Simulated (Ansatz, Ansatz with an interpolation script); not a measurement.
Planning a run of Ansatz 0.2.0 on CdS (Greenockite). The input:

```yaml
crystal:
  lattice:
    - [4.15, 0.0, 0.0]
    - [-2.075, 3.59400543, 0.0]
    - [0.0, 0.0, 6.737]
  atoms:
    - { symbol: Cd, position: [0.33333333, 0.66666667, 0.0] }
    - { symbol: Cd, position: [0.66666667, 0.33333333, 0.5] }
    - { symbol: S, position: [0.33333333, 0.66666667, 0.375] }
    - { symbol: S, position: [0.66666667, 0.33333333, 0.875] }
kpoints:
  mp_grid: { grid: [6, 6, 4] }
hamiltonian:
  xc: lda
  pseudopotentials: { kind: paw, azcp: { folder: soft_1 }, xc_functional: pbe }
scf:
  occupations: { method: fixed }
gw:
  n_empty_bands: 461
  ecut_chi: 160.0
  qp_bands: [v6, c2]
  screening: { model: godby_needs }
```

The database entry behind the starting cell differs from later determinations by our own check (about 0.35 % long), so it need not match the best structure at ambient conditions.

```sh
ansatz run input.yaml --threads 3 --pin off --max-ram 92160MiB --backend cuda --events-out ev --progress --plain --runs-dir out --devices 1 --max-vram 13GiB
```

**Question.** Estimate wall time and host memory on 1 × NVIDIA H100 80GB HBM3 (shared by 6 runs) with 3 threads of AMD EPYC 7R13 (Zen 3), shared host.

It took 2.3 min; on shared hardware allow 69 s to 4.6 min. Peak host memory was 6.3 GiB. The sizes that set the cost: 1973 plane waves a state, 21 irreducible k points, 487 bands summed, 463 plane waves in the screening and 7 SCF cycles.

The screening grows as filled bands × empty bands × pairs of k points, times the square of the screening basis for the matrix.

[Paths, hosts, dates, memory and timing lines, banners, echoed tables and standing remarks are left out of the program output.]

[Logs are printed without paths, hosts, clocks, repeated set-up lines and the standing remarks that a program may print on its own settings, such as how far it seeks lower states.]

[Runs of the session that timed out or met a known fault of the program may be left out.]

[Hosts, paths, dates, database ids (printed as entryN), source tags and the programs' standing remarks are cut or masked in the printed files.]
